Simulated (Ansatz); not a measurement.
# BeMoS3 (built on the sites of a database entry of BaMoO3): phonons and vibrational spectra

Aim: the vibrations of BeMoS3 (built on the sites of a database entry of BaMoO3), their spectra, and whether the structure is stable.

Main program and level: Ansatz 0.2.0; DFT PBEsol, scalar-relativistic, plane waves, PAW.

The structure was built from a prototype and need not be the compound's stable phase.

## Step 1: The structure

The structure is cubic, space group Pm-3m (No. 221). Conventional cell: a = 3.459 Å, b = 3.459 Å, c = 3.459 Å, α = 90.00°, β = 90.00°, γ = 90.00°. Nearest to Be lie 12 S at 2.45 Å. Nearest to Mo lie 6 S at 1.73 Å. S has 2 Mo at 1.73 Å and 4 Be at 2.45 Å nearest. Farther neighbours and most contacts between anions are not listed.

## Step 2: Coarse relaxation

A rough relaxation comes first, because large forces or stress need no tight tolerances yet.

input.yaml reads:

```yaml
crystal:
  lattice:
    - [3.45881, 0.0, 0.0]
    - [0.0, 3.45881, 0.0]
    - [0.0, 0.0, 3.45881]
  atoms:
    - { symbol: Be, position: [0.5, 0.5, 0.5] }
    - { symbol: Mo, position: [0.0, 0.0, 0.0] }
    - { symbol: S, position: [0.0, 0.5, 0.0] }
    - { symbol: S, position: [0.0, 0.0, 0.5] }
    - { symbol: S, position: [0.5, 0.0, 0.0] }
kpoints:
  mp_grid: { grid: [6, 6, 6] }
hamiltonian:
  xc: pbesol
scf:
  occupations: { method: gaussian, width: 0.1 }
output:
  forces: true
  stress: true
  eigenvalues: true
relax:
  adjacent_minimum: "off"
  f_tol: 0.05
  max_steps: 80
  cell: { stress_tol: 0.5 }
```

Launch:

```
$ ansatz run input.yaml --threads 8 --pin off --max-ram 14336MiB --backend cpu --events-out ev --progress --plain --runs-dir out
```

Numbers of over 12 decimals in the logs are rounded to 6 here.

What it wrote:

```text
The last accepted step is kept in <dir> (removed where the run ends without a failure and the disk answers)
Engine: ansatz 0.2.0, x86_64-unknown-linux-gnu
Pseudopotentials: kind: paw
Pseudopotential: Be, paw, valence charge 2, recommended cutoff 420 eV (normal), Be.paw.azcp
Pseudopotential: Mo, paw, valence charge 14, recommended cutoff 420 eV (normal), Mo.paw.azcp
[...]
F+E_penalty+E_count = -7640.30050818 eV   max|allowed force component| = 9.401e-31 eV/Å   (the final SCF, on the basis selected at the relaxed cell)
  cell:  # Å, volume = 98.7247 Å³
    - [4.621774, 0, 0]
    - [0, 4.621774, 0]
    - [0, 0, 4.621774]
  atoms:
    - { symbol: Be, position: [0.5, 0.5, 0.5] }
    - { symbol: Mo, position: [0, 0, 0] }
    - { symbol: S, position: [0, 0.5, 0] }
    - { symbol: S, position: [0, 0, 0.5] }
    - { symbol: S, position: [0.5, 0, 0] }
[key lines of the parts left out:]
SCF converged after 6 iterations
Free energy (F): -7640.300508 eV
Fermi energy:    7.021100 eV
P = ⅓ Tr σ = -0.0453 GPa (-0.453 kbar)
```

It took 4.8 s on 8 threads of Intel Xeon Platinum 8559C (Emerald Rapids), shared host; peak memory 0.54 GiB.

Step by step:

| step | energy less that of the first step (eV) | largest force component (eV/Å) | pressure (GPa) | volume (Å³) |
| --- | --- | --- | --- | --- |
| 1 | 0.0000 | 0.0000 | 428.17 | 41.38 |
| 2 | -14.0238 | 0.0000 | 290.90 | 47.73 |
| 3 | -24.3052 | 0.0000 | 188.84 | 54.70 |
| 4 | -31.4584 | 0.0000 | 117.02 | 62.32 |
| 5 | -36.0731 | 0.0000 | 65.05 | 70.61 |
| 6 | -38.6341 | 0.0000 | 28.90 | 79.61 |
| 7 | -39.5684 | 0.0000 | 3.03 | 89.60 |
| 8 | -39.5821 | 0.0000 | -0.14 | 91.18 |
| 9* | -40.5158 | 0.0000 | 9.47 | 91.18 |
| 10 | -40.7047 | 0.0000 | 2.50 | 96.39 |
| 11 | -40.7218 | 0.0000 | -0.03 | 98.72 |
| 12* | -40.7225 | 0.0000 | -0.05 | 98.72 |

Relaxation steps marked * repeat the geometry before them on a plane-wave basis chosen anew for their cell, so energy and pressure can jump there.

Forces are held to the 48 operations that the run works with; a distortion that breaks them can't arise in this run.

| cell as run | before | after | change |
| --- | --- | --- | --- |
| a (Å) | 3.459 | 4.622 | +33.6 % |
| b (Å) | 3.459 | 4.622 | +33.6 % |
| c (Å) | 3.459 | 4.622 | +33.6 % |
| volume (Å³/atom) | 8.28 | 19.74 | +138.6 % |

Final coordinates:

```xyz
5
Lattice="4.6218 0.0000 0.0000 0.0000 4.6218 0.0000 0.0000 0.0000 4.6218" Properties=species:S:1:pos:R:3 pbc="T T T"
Be    2.3109    2.3109    2.3109
Mo    0.0000    0.0000    0.0000
S     0.0000    2.3109    0.0000
S     0.0000    0.0000    2.3109
S     2.3109    0.0000    0.0000
```

This step gave:

- pressure: -0.04534 GPa
- volume per atom: 19.74 Å³
- gap on the k-mesh: 0 eV

In this step the volume went from 8.28 to 19.74 Å³/atom.

## Step 3: Relaxation

Harmonic phonons are second derivatives at a point where the forces vanish, and they are wanted at zero stress, so atoms and cell are relaxed first.

input.yaml, the sections that differ from step 2:

```yaml
crystal:
  lattice:
    - [4.621773643, 0.0, 0.0]
    - [0.0, 4.621773643, 0.0]
    - [0.0, 0.0, 4.621773643]
  atoms:
    - { symbol: Be, position: [0.5, 0.5, 0.5] }
    - { symbol: Mo, position: [0.0, 0.0, 0.0] }
    - { symbol: S, position: [0.0, 0.5, 0.0] }
    - { symbol: S, position: [0.0, 0.0, 0.5] }
    - { symbol: S, position: [0.5, 0.0, 0.0] }
relax:
  adjacent_minimum: "off"
  f_tol: 0.005
  max_steps: 80
  cell: { stress_tol: 0.05 }
# kpoints, hamiltonian, scf, output: as in step 2
```

What it wrote:

```text
[...]
Crystal: 5 atoms, lattice volume = 98.725 Å³
Basis set: ecut = 420 eV, 1935 PW (Γ), exchange–correlation on 64×64×64 points (8 copies of the dense FFT grid, shifted against one another)
Bands: 22, of which v1, the nominal top of the filled ones, is band 17 counted from 1 (16 counted from 0)
Symmetry: 48 space group operations
[...]
k-points: 20 of 216
[...]
--- Relaxed structure (1 steps of the walk, 1 accepted, 1 SCFs on fresh bases) ---
[...]
cell:  # Å, volume = 98.7247 Å³
    - [4.621773643, 0.0, 0.0]
    - [0.0, 4.621773643, 0.0]
    - [0.0, 0.0, 4.621773643]
  atoms:
    - { symbol: Be, position: [0.5, 0.5, 0.5] }
    - { symbol: Mo, position: [0.0, 0.0, 0.0] }
    - { symbol: S, position: [0.0, 0.5, 0.0] }
    - { symbol: S, position: [0.0, 0.0, 0.5] }
    - { symbol: S, position: [0.5, 0.0, 0.0] }
[key lines of the parts left out:]
SCF converged after 6 iterations
Free energy (F): -7640.300508 eV
Fermi energy:    7.021100 eV
P = ⅓ Tr σ = -0.0453 GPa (-0.453 kbar)
```

The job ended after 1.2 s (8 threads; peak memory 0.53 GiB; 6.1 s of CPU time).

Little changed from the start: no atom moved by 0.005 Å and no cell edge by 0.1 %.

This step gave:

- pressure: -0.04533 GPa

In this step the volume went from 19.74 to 19.74 Å³/atom.

## Step 4: Tight relaxation

Phonons need a cell at rest on their own settings, so the relaxation is repeated with tight tolerances on forces and stress, using the mesh and the filling of the phonon run that follows.

input.yaml, as its differences from that of step 3:

```diff
@@ -16,3 +16,3 @@
 scf:
-  occupations: { method: gaussian, width: 0.1 }
+  occupations: { method: methfessel_paxton, width: 0.15 }
 output:
@@ -23,4 +23,4 @@
   adjacent_minimum: "off"
-  f_tol: 0.005
-  max_steps: 80
-  cell: { stress_tol: 0.05 }
+  f_tol: 0.001
+  max_steps: 60
+  cell: { stress_tol: 0.01 }
```

What it wrote:

```text
[...]
Crystal: 5 atoms, lattice volume = 98.725 Å³
Basis set: ecut = 420 eV, 1935 PW (Γ), exchange–correlation on 64×64×64 points (8 copies of the dense FFT grid, shifted against one another)
Bands: 22, of which v1, the nominal top of the filled ones, is band 17 counted from 1 (16 counted from 0)
Symmetry: 48 space group operations
[...]
k-points: 20 of 216
[...]
--- Relaxed structure (2 steps of the walk, 2 accepted, 1 SCFs on fresh bases) ---
[...]
cell:  # Å, volume = 98.6552 Å³
    - [4.620689, 0.0, 0]
    - [0.0, 4.620689, 0.0]
    - [0, 0.0, 4.620689]
  atoms:
    - { symbol: Be, position: [0.5, 0.5, 0.5] }
    - { symbol: Mo, position: [0, 0, 0] }
    - { symbol: S, position: [0, 0.5, 0] }
    - { symbol: S, position: [0, 0, 0.5] }
    - { symbol: S, position: [0.5, 0, 0] }
[key lines of the parts left out:]
SCF converged after 5 iterations
Free energy (F): -7640.290082 eV
Fermi energy:    7.026543 eV
P = ⅓ Tr σ = 0.0067 GPa (0.067 kbar)
```

The job ended after 1.6 s (8 threads; peak memory 0.54 GiB; 8.4 s of CPU time).

Little changed from the start: no atom moved by 0.005 Å and no cell edge by 0.1 %.

This step gave:

```
pressure        : 0.006721 GPa
volume per atom : 19.73 Å³
```

The forces vanish by symmetry and the pressure is 0.007 GPa, within the tolerances set. The cell now holds 19.73 Å³/atom.

## Step 5: Zone-centre response

The zone centre comes first: it holds the modes that light can see, as far as symmetry allows. No field response is asked, since the mesh shows no gap.

input.yaml, the sections that differ from step 4:

```yaml
crystal:
  lattice:
    - [4.6206887221, 0.0, 0.0]
    - [0.0, 4.6206887221, 0.0]
    - [0.0, 0.0, 4.6206887221]
  atoms:
    - { symbol: Be, position: [0.5, 0.5, 0.5] }
    - { symbol: Mo, position: [0.0, 0.0, 0.0] }
    - { symbol: S, position: [0.0, 0.5, 0.0] }
    - { symbol: S, position: [0.0, 0.0, 0.5] }
    - { symbol: S, position: [0.5, 0.0, 0.0] }
output:
  eigenvalues: true
phonons:
  method: dfpt
# kpoints, hamiltonian, scf: as in step 4
# relax: removed
```

What it wrote:

```text
zone centre: on kpoints.mp_grid the ground state, and the responses unless they are solved on pairs of k-points, stand on 64 of the mesh's 216 k-points, reduced under 8 symmetry operations, with k and −k counted as one. Each operation leaves every solved displacement unchanged or reverses it
[...]
Crystal: 5 atoms, lattice volume = 98.655 Å³
Basis set: ecut = 420 eV, 1935 PW (Γ), exchange–correlation on 64×64×64 points (8 copies of the dense FFT grid, shifted against one another)
Bands: 22, of which v1, the nominal top of the filled ones, is band 17 counted from 1 (16 counted from 0)
Symmetry: 48 space group operations
k-points: 64 of 216 (irreducible under 8 space group operations)
[...]
SCF iter   1: F=—  HF=-7640.298178 eV  |F-HF|=—  |Δ(HF+E_count)|=         —  Δρ=4.25e-3  dr2=4.45e-2  ethr=1.77e-3  ⟨swp⟩=7.0  Hψ=15364  notcnv=0
automatic band count: the SCF goes on with 27 bands, as 22 were too few: they end inside the smearing window of the response
[...]
SCF iter   2: F=—  HF=-7640.293948 eV  |F-HF|=—  |Δ(HF+E_count)|=   4.23e-3  S|Δr|=    0.00e0  Δρ=2.80e-3  dr2=2.20e-2  ethr=1.31e-4  ⟨swp⟩=1.0  Hψ=2240  notcnv=0
[...]
SCF iter   9: F=-7640.290082 eV  HF=-7640.290082 eV  |F-HF|=9.09e-13  |Δ(HF+E_count)|=  3.91e-11  S|Δr|=    0.00e0  Δρ=3.92e-8  dr2=1.56e-12  ethr=1.00e-12  ⟨swp⟩=8.5  Hψ=9097  notcnv=0
SCF 1 converged in 9 iterations: F = -7640.290082 eV  dr2 = 1.56e-12
[...]
DFPT response loops at Γ: preconditioner auto → Kerker (q_TF=auto, 2.284 Å⁻¹) (partly filled bands, converged f_vac=0.000); β = 1.00, the filter's whole step (`scf.mixing.beta` (0.50) is not read by the response loops under this deck's `scf.mixing.preconditioner`; to damp them name `kerker` or `kerker_dos`, under which they read `scf.mixing.beta`, and type it under 1.00, their step now; both keys bind the ground state too); Broyden in place of MSR1
SCF converged after 9 iterations
[...]
Free energy (F): -7640.290082 eV
[...]
Internal energy: -7640.282163 eV  (E = F + TS)
E sigma→0 (E₀):  -7640.288102 eV
Entropy (-TS):   -0.007919 eV (-1.584 meV/atom)
Fermi energy:    7.026543 eV
[...]
--- Band table (eV; the first three rows and the last of 64) ---
  k-point 0: bands = [... 13 lower, 5.6641, 5.6641, 5.6641, 5.9219, 6.3097, 6.3097, 6.3097, 7.7624, ... 6 higher]
  k-point 1: bands = [... 13 lower, 5.3612, 5.4928, 6.0810, 6.0810, 6.6207, 6.9124, 6.9124, 7.7810, ... 6 higher]
  k-point 2: bands = [... 13 lower, 5.1893, 5.3862, 6.1796, 6.1796, 7.6349, 7.8081, 7.9547, 7.9547, ... 6 higher]
  k-point 63: bands = [... 13 lower, 5.6735, 7.2819, 7.2819, 7.2819, 8.2449, 8.2449, 8.2449, 12.3616, ... 6 higher]
--- Phonons (Γ-DFPT): 4 representative perturbations + reference, on 64 of 216 k-points (Σ response iterations 12) ---
  k mesh reduced under 8 symmetry operations, with k and −k counted as one. Each operation leaves every solved displacement unchanged or reverses it
  ASR residual: 1.422e-4 → 0.000e0 eV/Å²; symmetrization residual: 1.822e-6 eV/Å²
  ASR residual per site (eV/Å²): 1.42e-4 4.93e-5 2.69e-5 2.69e-5 2.69e-5
  Γ frequencies (cm⁻¹): -282.68 -282.68 -282.68 -113.42 -113.42 -113.42 -42.19 -42.19 -42.19 0.00 0.00 0.00 385.14 385.14 385.14
  non-analytic LO–TO correction: not included (Born effective charges unavailable; polar crystals: no LO–TO splitting at Γ)
```

Run time: 9.3 s. Hardware: 8 threads; peak memory 0.94 GiB.

Reading the cycles: dr2 is the Hartree energy of the density residual (eV), the measure of convergence; HF is the Harris–Foulkes estimate of the energy, which meets the free energy F at convergence.

This step gave:

* sum-rule residual before enforcement: 1.42e-4 eV/Å²
* point group: m-3m
* highest optical mode at the zone centre (no LO-TO term): 385.1 cm⁻¹
* lowest optical zone-centre mode: -282.7 cm⁻¹

Patterns of degenerate modes are one choice out of their space. Modes at Γ, with each element's share of the kinetic energy (negative means imaginary):

| mode | frequency (cm⁻¹) | symmetry | Be % | Mo % | S % |
| --- | --- | --- | --- | --- | --- |
| 1 | -282.7 | T1u | 81 | 1 | 18 |
| 2 | -282.7 | T1u | 81 | 1 | 18 |
| 3 | -282.7 | T1u | 81 | 1 | 18 |
| 4 | -113.4 | T2u | 0 | 0 | 100 |
| 5 | -113.4 | T2u | 0 | 0 | 100 |
| 6 | -113.4 | T2u | 0 | 0 | 100 |
| 7 | -42.2 | T1u | 15 | 41 | 44 |
| 8 | -42.2 | T1u | 15 | 41 | 44 |
| 9 | -42.2 | T1u | 15 | 41 | 44 |
| 10 | 0.0 | acoustic | 4 | 48 | 48 |
| 11 | 0.0 | acoustic | 4 | 48 | 48 |
| 12 | 0.0 | acoustic | 4 | 48 | 48 |
| 13 | 385.1 | T1u | 0 | 10 | 90 |
| 14 | 385.1 | T1u | 0 | 10 | 90 |
| 15 | 385.1 | T1u | 0 | 10 | 90 |

Displacements in mode 1 (-282.7 cm⁻¹), the largest set to 1:
```
Be1  0.00 -0.01  1.00
Mo2  0.00  0.00  0.04
S3   0.00  0.00 -0.17
S4   0.00  0.00 -0.05
S5   0.00  0.00 -0.17
```

Displacements in mode 4 (-113.4 cm⁻¹), the largest set to 1:
```
Be1  0.00  0.00  0.00
Mo2  0.00  0.00  0.00
S3  -0.84  0.00  1.00
S4   0.84 -0.23  0.00
S5   0.00  0.23 -1.00
```

Before it was imposed, the acoustic sum rule was missed by 1.4e-4 eV/Å². Small misses are needed for a sound result but don't prove that mesh and cutoff are converged. The lowest optical mode is imaginary, 282.7i cm⁻¹, so the energy falls along it.

[end of part 1 of 2]

[Logs are printed without paths, hosts, clocks, repeated set-up lines and the standing remarks that a program may print on its own settings, such as how far it seeks lower states.]

[Hosts, paths, dates, database ids (printed as entryN), source tags and the programs' standing remarks are cut or masked in the printed files.]
